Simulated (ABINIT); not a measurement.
# Quasiparticle gap of MgS (F-43m) in ABINIT, part 2 of 3

Wanted: ground state, empty states, screening and self-energy for MgS (F-43m).

ABINIT 10.8.3; LDA and many-body steps on it, plane waves. Known limits of the many-body steps: not at the basis limit; coarse k mesh.

So far. Step 2 (Ground state): The gap is direct, at Γ.

## (3) Bands along the symmetry lines

Level of this step: DFT, LDA, plane waves, norm-conserving pseudopotentials (ABINIT).

Levels along a band path, at the cheap level, show where the edges lie and whether the meshes to come will hold them.

File run.abi:

```
acell 3*1.0 Angstrom
rprim 
  -0.000000000000 2.833120046800 2.833120046800
  2.833120046800 -0.000000000000 2.833120046800
  2.833120046800 2.833120046800 -0.000000000000
ntypat 2
znucl 12 16
natom 2
typat 1 2
xred 
  0.000000000000 0.000000000000 0.000000000000
  0.750000000000 0.750000000000 0.750000000000
pp_dirpath "pseudos"
pseudos "Mg.upf, S.upf"
ecut 38
iscf -2
irdden 1
kptopt 0
nkpt 50
kpt 
  0.00000000 0.00000000 0.00000000
  -0.06250000 -0.06250000 0.00000000
  -0.12500000 -0.12500000 0.00000000
  -0.18750000 -0.18750000 0.00000000
  -0.25000000 -0.25000000 0.00000000
  -0.31250000 -0.31250000 0.00000000
  -0.37500000 -0.37500000 0.00000000
  -0.43750000 -0.43750000 0.00000000
  -0.50000000 -0.50000000 0.00000000
  -0.48437500 -0.48437500 0.03125000
  -0.46875000 -0.46875000 0.06250000
  -0.45312500 -0.45312500 0.09375000
  -0.43750000 -0.43750000 0.12500000
  -0.42187500 -0.42187500 0.15625000
  -0.40625000 -0.40625000 0.18750000
  -0.39062500 -0.39062500 0.21875000
  -0.37500000 -0.37500000 0.25000000
  -0.37500000 0.00000000 0.37500000
  -0.32812500 0.00000000 0.32812500
  -0.28125000 0.00000000 0.28125000
  -0.23437500 0.00000000 0.23437500
  -0.18750000 0.00000000 0.18750000
  -0.14062500 0.00000000 0.14062500
  -0.09375000 0.00000000 0.09375000
  -0.04687500 0.00000000 0.04687500
  0.00000000 0.00000000 0.00000000
  0.00000000 0.00000000 0.06250000
  0.00000000 0.00000000 0.12500000
  0.00000000 0.00000000 0.18750000
  0.00000000 0.00000000 0.25000000
  0.00000000 0.00000000 0.31250000
  0.00000000 0.00000000 0.37500000
  0.00000000 0.00000000 0.43750000
  0.00000000 0.00000000 0.50000000
  -0.06250000 -0.03125000 0.46875000
  -0.12500000 -0.06250000 0.43750000
  -0.18750000 -0.09375000 0.40625000
  -0.25000000 -0.12500000 0.37500000
  -0.31250000 -0.15625000 0.34375000
  -0.37500000 -0.18750000 0.31250000
  -0.43750000 -0.21875000 0.28125000
  -0.50000000 -0.25000000 0.25000000
  -0.50000000 -0.28125000 0.21875000
  -0.50000000 -0.31250000 0.18750000
  -0.50000000 -0.34375000 0.15625000
  -0.50000000 -0.37500000 0.12500000
  -0.50000000 -0.40625000 0.09375000
  -0.50000000 -0.43750000 0.06250000
  -0.50000000 -0.46875000 0.03125000
  -0.50000000 -0.50000000 0.00000000
istwfk *1
nband 15
nbdbuf 2
tolwfr 1e-08
nstep 40
prtwf 0
prtvol 0
indata_prefix "in"
outdata_prefix "out"
tmpdata_prefix "tmp"
```

Run with:

```console
$ OMP_NUM_THREADS=1 mpirun -n 4 abinit run.abi > log
```

Numbers of over 12 decimals in the logs are rounded to 6 here.

Output:

```text
.Version 10.8.3 of ABINIT. v10.8.2 released Aug 2026.

 Symmetries : space group F-4 3 m (#216); Bravais cF (face-center cubic)
[... echo of the input left out ...]
== DATASET  1 ==================================================================
-   mpi_nproc: 4, omp_nthreads: 1 (-1 if OMP is not activated)

--- !DatasetInfo
iteration_state: {dtset: 1, }
dimensions: {natom: 2, nkpt: 50, mband: 15, nsppol: 1, nspinor: 1, nspden: 1, mpw: 3479, }
cutoff_energies: {ecut:  38.0, pawecutdg:  -1.0, }
electrons: {nelect:   1.60000000E+01, charge:   0.00000000E+00, occopt:   1.00000000E+00, tsmear:   1.00000000E-02, }

 Real(R)+Recip(G) space primitive vectors, cartesian coordinates (Bohr,Bohr^-1):
 R(1)=  0.0000000  5.3538210  5.3538210  G(1)= -0.0933912  0.0933912  0.0933912
 R(2)=  5.3538210  0.0000000  5.3538210  G(2)=  0.0933912 -0.0933912  0.0933912
 R(3)=  5.3538210  5.3538210  0.0000000  G(3)=  0.0933912  0.0933912 -0.0933912
 Unit cell volume ucvol=  3.0691741E+02 bohr^3
 Angles (23,13,12)=  6.00000000E+01  6.00000000E+01  6.00000000E+01 degrees

 getcut: wavevector=  0.0000  0.0000  0.0000  ngfft=  45  45  45
         ecut(hartree)=     38.000   => boxcut(ratio)=   2.09419

--- Pseudopotential description ------------------------------------------------
- Mg Generated using ONCVPSP code by D. R. Hamann
- 12.00000  10.00000  180309                  znucl, zion, pspdat
12 -1012 1 -1 1510                            pspcod,pspxc,lmax,lloc,mmax
     nproj     2     2     0
  pspatm : epsatm=    9.23542517
         --- l  ekb(1:nproj) -->
             0    2.239033   -0.828749
             1   -6.545315   -2.523783
 pspatm: atomic psp has been read  and splines computed

- S Generated using ONCVPSP code by D. R. Hamann
- 16.00000   6.00000  180309                  znucl, zion, pspdat
12 -1012 2 -1 1132                            pspcod,pspxc,lmax,lloc,mmax
     nproj     2     2     2
  pspatm : epsatm=    8.64647033
         --- l  ekb(1:nproj) -->
             0    6.829465    0.577472
[...]
pspatm: atomic psp has been read  and splines computed

--------------------------------------------------------------------------------

================================================================================
 prteigrs : about to open file out_EIG
 Non-SCF case, kpt    1 (  0.00000  0.00000  0.00000), residuals and eigenvalues=
  1.64E-09  1.40E-09  2.46E-09  3.05E-09  3.37E-09  1.40E-09  5.36E-09  9.61E-09
  3.02E-09  4.92E-09  4.06E-09  2.36E-09  6.35E-09  3.45E-09  3.82E-04
 -2.6399E+00 -1.4428E+00 -1.4428E+00 -1.4428E+00 -3.6548E-01  4.7946E-02
  4.7946E-02  4.7946E-02  1.6427E-01  3.3226E-01  3.3226E-01  3.3226E-01
[...]
Non-SCF case, kpt    2 ( -0.06250 -0.06250  0.00000), residuals and eigenvalues=
  1.96E-09  1.64E-09  7.52E-09  1.17E-09  8.09E-09  4.84E-09  2.46E-09  6.42E-09
[...]
2.52E-09  7.07E-09  1.21E-09  2.32E-09  9.66E-09  1.82E-09  1.32E-09  3.39E-09
  4.34E-09  4.09E-09  2.45E-09  3.46E-09  4.53E-09  7.14E-09  3.20E-06
[...]
Non-SCF case, kpt   49 ( -0.50000 -0.46875  0.03125), residuals and eigenvalues=
[...]
Non-SCF case, kpt   50 ( -0.50000 -0.50000  0.00000), residuals and eigenvalues=
[...]
-2.6399E+00 -1.4429E+00 -1.4429E+00 -1.4429E+00 -3.3149E-01 -5.7902E-02
  9.1987E-03  9.1987E-03  1.8259E-01  2.4722E-01  4.4677E-01  4.8902E-01
[...]
--- !ResultsGS
iteration_state: {dtset: 1, }
comment   : Summary of ground state results
lattice_vectors:
- [ -0.0000000,   5.3538210,   5.3538210, ]
- [  5.3538210,  -0.0000000,   5.3538210, ]
- [  5.3538210,   5.3538210,  -0.0000000, ]
lattice_lengths: [   7.57145,    7.57145,    7.57145, ]
lattice_angles: [ 60.000,  60.000,  60.000, ] # degrees, (23, 13, 12)
lattice_volume:   3.0691741E+02
convergence: {deltae:  0.000E+00, res2:  0.000E+00, residm:  9.958E-09, diffor:  0.000E+00, }
etotal    :  -7.04424716E+01
entropy   :   0.00000000E+00
fermie    :   4.79460379E-02
cartesian_stress_tensor: null
pressure_GPa: null
xred      :
- [  0.0000E+00,   0.0000E+00,   0.0000E+00, Mg]
- [  7.5000E-01,   7.5000E-01,   7.5000E-01,  S]
cartesian_forces: null
force_length_stats: {min: null, max: null, mean: null, }

 Integrated electronic density in atomic spheres:
 ------------------------------------------------
 Atom  Sphere_radius  Integrated_density
[...]
================================================================================

 ----iterations are completed or convergence reached----

 Mean square residual over all n,k,spin=   46.979E-10; max=  99.583E-10
 reduced coordinates (array xred) for    2 atoms
       0.000000000000      0.000000000000      0.000000000000
       0.750000000000      0.750000000000      0.750000000000

 cartesian coordinates (angstrom) at end:
    1      0.000000     0.000000     0.000000
    2      4.249680     4.249680     4.249680
 length scales=  1.889726125908  1.889726125908  1.889726125908 bohr
              =  1.000000000000  1.000000000000  1.000000000000 angstroms
 prteigrs : about to open file out_EIG
 Eigenvalues (hartree) for nkpt=  50  k points:
 kpt#   1, nband= 15, wtk=  1.00000, kpt=  0.0000  0.0000  0.0000 (reduced coord)
[...]
kpt#   2, nband= 15, wtk=  1.00000, kpt= -0.0625 -0.0625  0.0000 (reduced coord)
[...]
kpt#   3, nband= 15, wtk=  1.00000, kpt= -0.1250 -0.1250  0.0000 (reduced coord)
[...]
kpt#  49, nband= 15, wtk=  1.00000, kpt= -0.5000 -0.4687  0.0313 (reduced coord)
  -2.63991   -1.44293   -1.44288   -1.44288   -0.33148   -0.05747    0.00830    0.00871
   0.18435    0.24899    0.44378    0.48010    0.48938    0.54908    0.55543
 kpt#  50, nband= 15, wtk=  1.00000, kpt= -0.5000 -0.5000  0.0000 (reduced coord)
  -2.63991   -1.44292   -1.44287   -1.44287   -0.33149   -0.05790    0.00920    0.00920
   0.18259    0.24722    0.44677    0.48902    0.48902    0.54998    0.55297

== END DATASET(S) ==============================================================
================================================================================

 -outvars: echo values of variables after computation  --------
            nband          15
             nkpt          50
          spgroup         216
 [... the other variables as echoed above ...]

 Calculation completed.
```

The job ended after 9.8 s (4 MPI ranks of Arm Neoverse V2, shared host; peak memory 0.3 GiB; 39 s of CPU time).

Numbers from this step:

| Property | Result |
| --- | --- |
| gap | 3.165 eV |
| k of the valence top | 0, 0, 0 |
| k of the conduction bottom | 0, 0, 0 |
| least direct gap | 3.165 eV |

The gap is 3.165 eV, as in the run before at this level.

Electronic bands along the path, in eV, zero at the top of the highest filled band; v1 is the highest filled band, c1 the lowest empty one:

```csv
point,v4,v3,v2,v1,c1,c2,c3,c4
Γ,-11.25,0.00,0.00,0.00,3.17,7.74,7.74,7.74
halfway,-10.82,-1.80,-0.58,-0.58,4.93,6.29,8.20,9.26
X,-10.33,-2.88,-1.05,-1.05,3.66,5.42,10.85,12.00
halfway,-10.32,-2.79,-1.37,-1.00,3.99,5.81,10.31,11.13
U,-10.34,-2.55,-1.92,-0.83,4.62,6.77,9.33,9.96
jump to K,-10.34,-2.55,-1.92,-0.83,4.62,6.77,9.33,9.96
halfway,-10.79,-2.08,-0.88,-0.16,5.58,7.05,7.54,8.36
Γ,-11.25,0.00,0.00,0.00,3.17,7.74,7.74,7.74
halfway,-10.93,-1.91,-0.18,-0.18,4.71,7.56,7.96,7.96
L,-10.55,-3.20,-0.33,-0.33,4.85,7.45,7.45,8.36
halfway,-10.44,-2.85,-1.33,-0.66,5.85,6.26,8.51,8.67
W,-10.32,-2.36,-1.88,-1.36,5.35,7.70,7.98,8.30
halfway,-10.32,-2.70,-1.39,-1.22,4.35,6.14,9.79,9.94
X,-10.33,-2.88,-1.05,-1.05,3.66,5.42,10.85,12.00
```

The electronic bands as a text plot (rows in eV, shown from -8.0 to 8.6 only):

```
    8.3 |  +++++           ++++++++++      ++  +++++ +++++++
    7.6 |++                   +++++++++++++++++++++++    +++
    6.9 |  +++            +++++++++               +++  ++   +
    6.2 |     ++++      ++    ++                     ++      +
    5.5 |         ++++++    ++  +                   ++++++++  +++
    4.8 |    +++++        ++     ++         ++++++++        +
    4.1 |  ++     +    +++         ++    +++                 +++
    3.4 |++        ++++              ++++                       +
    2.7 |
    2.1 |
    1.4 |
    0.7 |
    0.0 |****                 **********************
   -0.7 |  *******************  *****    **       *******
   -1.4 |    *        ***   **** **        *          ** ********
   -2.1 |     ****       ***  ***           ***         ****
   -2.8 |         ************                 **   *****   *****
   -3.5 |                                        ***
   -4.2 |
   -4.9 |
   -5.6 |
   -6.3 |
   -7.0 |
   -7.7 |
         Γ           X  U|K            Γ         L        W     X
```

## (4) Empty states on the mesh, 4×4×4 mesh, 30 bands

The sums over transitions need many empty states on a uniform mesh; this step solves for them.

File run.abi:

```
acell 3*1.0 Angstrom
rprim 
  -0.000000000000 2.833120046800 2.833120046800
  2.833120046800 -0.000000000000 2.833120046800
  2.833120046800 2.833120046800 -0.000000000000
ntypat 2
znucl 12 16
natom 2
typat 1 2
xred 
  0.000000000000 0.000000000000 0.000000000000
  0.750000000000 0.750000000000 0.750000000000
pp_dirpath "pseudos"
pseudos "Mg.upf, S.upf"
ecut 38
ngkpt 4 4 4
nshiftk 1
shiftk 0 0 0
kptopt 1
chksymbreak 0
iscf -2
irdden 1
istwfk *1
nband 30
nbdbuf 4
tolwfr 1e-09
nstep 60
prtvol 0
indata_prefix "in"
outdata_prefix "out"
tmpdata_prefix "tmp"
```

Output:

```text
.Version 10.8.3 of ABINIT. v10.8.2 released Aug 2026.

 Symmetries : space group F-4 3 m (#216); Bravais cF (face-center cubic)
[... echo of the input left out ...]
== DATASET  1 ==================================================================
-   mpi_nproc: 4, omp_nthreads: 1 (-1 if OMP is not activated)

--- !DatasetInfo
iteration_state: {dtset: 1, }
dimensions: {natom: 2, nkpt: 8, mband: 30, nsppol: 1, nspinor: 1, nspden: 1, mpw: 3479, }
cutoff_energies: {ecut:  38.0, pawecutdg:  -1.0, }
electrons: {nelect:   1.60000000E+01, charge:   0.00000000E+00, occopt:   1.00000000E+00, tsmear:   1.00000000E-02, }

 Real(R)+Recip(G) space primitive vectors, cartesian coordinates (Bohr,Bohr^-1):
 R(1)=  0.0000000  5.3538210  5.3538210  G(1)= -0.0933912  0.0933912  0.0933912
 R(2)=  5.3538210  0.0000000  5.3538210  G(2)=  0.0933912 -0.0933912  0.0933912
 R(3)=  5.3538210  5.3538210  0.0000000  G(3)=  0.0933912  0.0933912 -0.0933912
 Unit cell volume ucvol=  3.0691741E+02 bohr^3
 Angles (23,13,12)=  6.00000000E+01  6.00000000E+01  6.00000000E+01 degrees

 getcut: wavevector=  0.0000  0.0000  0.0000  ngfft=  45  45  45
         ecut(hartree)=     38.000   => boxcut(ratio)=   2.09419

--- Pseudopotential description ------------------------------------------------
- Mg Generated using ONCVPSP code by D. R. Hamann
- 12.00000  10.00000  180309                  znucl, zion, pspdat
12 -1012 1 -1 1510                            pspcod,pspxc,lmax,lloc,mmax
     nproj     2     2     0
  pspatm : epsatm=    9.23542517
         --- l  ekb(1:nproj) -->
             0    2.239033   -0.828749
             1   -6.545315   -2.523783
 pspatm: atomic psp has been read  and splines computed

- S Generated using ONCVPSP code by D. R. Hamann
- 16.00000   6.00000  180309                  znucl, zion, pspdat
12 -1012 2 -1 1132                            pspcod,pspxc,lmax,lloc,mmax
     nproj     2     2     2
  pspatm : epsatm=    8.64647033
         --- l  ekb(1:nproj) -->
             0    6.829465    0.577472
[...]
pspatm: atomic psp has been read  and splines computed

--------------------------------------------------------------------------------

================================================================================
 prteigrs : about to open file out_EIG
 Non-SCF case, kpt    1 (  0.00000  0.00000  0.00000), residuals and eigenvalues=
  9.04E-10  9.03E-11  1.12E-10  5.59E-10  4.97E-10  1.97E-10  2.33E-10  7.90E-10
  7.92E-10  2.36E-10  2.96E-10  6.84E-10  5.34E-10  5.24E-10  6.42E-10  5.51E-11
  1.57E-10  4.34E-10  3.44E-10  1.89E-10  3.94E-10  5.68E-10  2.72E-10  3.02E-10
  8.07E-10  2.32E-10  7.18E-10  9.37E-10  7.48E-09  8.55E-09
 -2.6399E+00 -1.4428E+00 -1.4428E+00 -1.4428E+00 -3.6548E-01  4.7946E-02
  4.7946E-02  4.7946E-02  1.6427E-01  3.3226E-01  3.3226E-01  3.3226E-01
  4.4110E-01  4.4110E-01  5.3836E-01  5.5032E-01  5.5032E-01  5.5032E-01
  6.7554E-01  9.2691E-01  9.2691E-01  9.2691E-01  9.7936E-01  9.7936E-01
  9.7936E-01  9.8531E-01  9.8531E-01  1.1821E+00  1.1821E+00  1.1821E+00
 prteigrs : prtvol=0 or 1, do not print more k-points.

--- !ResultsGS
iteration_state: {dtset: 1, }
comment   : Summary of ground state results
lattice_vectors:
- [ -0.0000000,   5.3538210,   5.3538210, ]
- [  5.3538210,  -0.0000000,   5.3538210, ]
- [  5.3538210,   5.3538210,  -0.0000000, ]
lattice_lengths: [   7.57145,    7.57145,    7.57145, ]
lattice_angles: [ 60.000,  60.000,  60.000, ] # degrees, (23, 13, 12)
lattice_volume:   3.0691741E+02
convergence: {deltae:  0.000E+00, res2:  0.000E+00, residm:  9.883E-10, diffor:  0.000E+00, }
etotal    :  -7.04424716E+01
entropy   :   0.00000000E+00
fermie    :   4.79460379E-02
cartesian_stress_tensor: null
pressure_GPa: null
xred      :
- [  0.0000E+00,   0.0000E+00,   0.0000E+00, Mg]
- [  7.5000E-01,   7.5000E-01,   7.5000E-01,  S]
cartesian_forces: null
force_length_stats: {min: null, max: null, mean: null, }

 Integrated electronic density in atomic spheres:
 ------------------------------------------------
 Atom  Sphere_radius  Integrated_density
[...]
================================================================================

 ----iterations are completed or convergence reached----

 Mean square residual over all n,k,spin=   42.705E-11; max=  98.831E-11
 reduced coordinates (array xred) for    2 atoms
       0.000000000000      0.000000000000      0.000000000000
       0.750000000000      0.750000000000      0.750000000000

 cartesian coordinates (angstrom) at end:
    1      0.000000     0.000000     0.000000
    2      4.249680     4.249680     4.249680
 length scales=  1.889726125908  1.889726125908  1.889726125908 bohr
              =  1.000000000000  1.000000000000  1.000000000000 angstroms
 prteigrs : about to open file out_EIG
 Eigenvalues (hartree) for nkpt=   8  k points:
 kpt#   1, nband= 30, wtk=  0.01563, kpt=  0.0000  0.0000  0.0000 (reduced coord)
  -2.63992   -1.44285   -1.44285   -1.44285   -0.36548    0.04795    0.04795    0.04795
   0.16427    0.33226    0.33226    0.33226    0.44110    0.44110    0.53836    0.55032
   0.55032    0.55032    0.67554    0.92691    0.92691    0.92691    0.97936    0.97936
   0.97936    0.98531    0.98531    1.18207    1.18207    1.18207
 prteigrs : prtvol=0 or 1, do not print more k-points.

== END DATASET(S) ==============================================================
================================================================================

 -outvars: echo values of variables after computation  --------
            nband          30
             nkpt           8
          spgroup         216
 [... the other variables as echoed above ...]

 Calculation completed.
```

Elapsed: 4.4 s, on 4 MPI ranks; peak memory 0.27 GiB.

This step gave:

```
gap                                                           : 3.165 eV
k of the valence top                                          : 0, 0, 0
k of the conduction bottom                                    : 0, 0, 0
least direct gap                                              : 3.165 eV
k points computed                                             : 8
lowest point of the top converged band, above the valence top : 24.34 eV
```

On this mesh the gap is 3.165 eV.

## (5) Screening, 4×4×4 mesh, 26 bands, screening to 87.1 eV

The RPA dielectric matrix is built and inverted for each q.

This step: RPA screening on LDA, plane waves, norm-conserving pseudopotentials.

Edit run.abi of step 4 so:

```diff
@@ -20,10 +20,11 @@
 chksymbreak 0
-iscf -2
-irdden 1
 istwfk *1
-nband 30
-nbdbuf 4
-tolwfr 1e-09
-nstep 60
-prtvol 0
+occopt 1
+irdwfk 1
+optdriver 3
+nband 26
+ecuteps 3.2
+inclvkb 2
+awtr 1
+symchi 1
 indata_prefix "in"
```

Output:

```text
.Version 10.8.3 of ABINIT. v10.8.2 released Aug 2026.

 Symmetries : space group F-4 3 m (#216); Bravais cF (face-center cubic)
[... echo of the input left out ...]
== DATASET  1 ==================================================================
-   mpi_nproc: 4, omp_nthreads: 1 (-1 if OMP is not activated)

--- !DatasetInfo
iteration_state: {dtset: 1, }
dimensions: {natom: 2, nkpt: 8, mband: 26, nsppol: 1, nspinor: 1, nspden: 1, mpw: 3479, }
cutoff_energies: {ecut:  38.0, pawecutdg:  -1.0, }
electrons: {nelect:   1.60000000E+01, charge:   0.00000000E+00, occopt:   1.00000000E+00, tsmear:   1.00000000E-02, }

 SCREENING: Calculation of the susceptibility and dielectric matrices

 Based on a program developped by R.W. Godby, V. Olevano, G. Onida, and L. Reining.
 Incorporated in ABINIT by V. Olevano, G.-M. Rignanese, and M. Torrent.
.Using double precision arithmetic ; gwpc =  8

[... cell and pseudopotentials left out ...]
--------------------------------------------------------------------------------

 ==== K-mesh for the wavefunctions ====
 Number of points in the irreducible wedge :     8
[... list of points left out ...]
 Together with 24 symmetry operations and time-reversal symmetry
 yields    64 points in the full Brillouin Zone.

 ==== Q-mesh for the screening function ====
 Number of points in the irreducible wedge :     8
[... list of points left out ...]
 Together with 24 symmetry operations and time-reversal symmetry
 yields    64 points in the full Brillouin Zone.

 setmesh: FFT mesh size selected  =    27x   27x   27
          total number of points  =        19683

 vcoul_init : cutoff-mode = AUXILIARY_FUNCTION
 q-points for optical limit:   1
     1)      0.000010    0.000020    0.000030

- screening: taking advantage of time-reversal symmetry
- Maximum band index for partially occupied states nbvw = 8
- Remaining bands to be divided among processors   nbcw = 18
- Number of bands treated by each node ~4

 Number of electrons calculated from density =   16.0000; Expected =   16.0000
 average of density, n =  0.052131
 r_s =    1.6606
 omega_plasma =   22.0244 [eV]

 calculating chi0 at frequencies [eV] :
  1    0.000000E+00    0.000000E+00
  2    0.000000E+00    2.202444E+01

--------------------------------------------------------------------------------
  q-point number  1        q = ( 0.000000, 0.000000, 0.000000) [r.l.u.]
--------------------------------------------------------------------------------
[... chi0 elements left out ...]
 For q-point:  0.000010 0.000020 0.000030
  dielectric constant =   4.3933
  dielectric constant without local fields =   5.1682

  Average fulfillment of the sum rule on Im[epsilon] for q-point    1 :     27.55  [%]
[... wings left out ...]
  q-point number  2        q = ( 0.250000, 0.000000, 0.000000) [r.l.u.]
--------------------------------------------------------------------------------
[... chi0 elements left out ...]
  Average fulfillment of the sum rule on Im[epsilon] for q-point    2 :     43.41  [%]

 [... 6 further q-points ...]
```

Elapsed: 3.5 s, on 4 MPI ranks; peak memory 0.45 GiB; 14 s of CPU time.

This step gave:

```yaml
eps_infinity_with_local_fields_on_this_mesh_along_the_program_s_q_direction: 4.393
the_same_without_local_fields: 5.168
plasma_frequency: 22.02 eV
plane_waves_in_the_screening_matrix: 65
```

Local fields lower ε∞ by 15 %. On a Γ-centred mesh this coarse the value itself is usually too large, while a short band sum pulls it down.

(Part 2 of 3 ends here.)

[Paths, hosts, dates, memory and timing lines, banners, echoed tables and standing remarks are left out of the program output.]

[Logs are printed without paths, hosts, clocks, repeated set-up lines and the standing remarks that a program may print on its own settings, such as how far it seeks lower states.]

[Runs of the session that timed out or met a known fault of the program may be left out.]

[Hosts, paths, dates, database ids (printed as entryN), source tags and the programs' standing remarks are cut or masked in the printed files.]

[G0W0 gaps are taken among the corrected bands and points alone; a level outside them can change the order at an edge.]

[Where Ansatz stands beside ABINIT at settings called matched, ABINIT's density can come from a denser mesh and the files from another edition; pairs whose starting gaps differed by over 0.03 eV were left out, so agreement reads better than it is.]
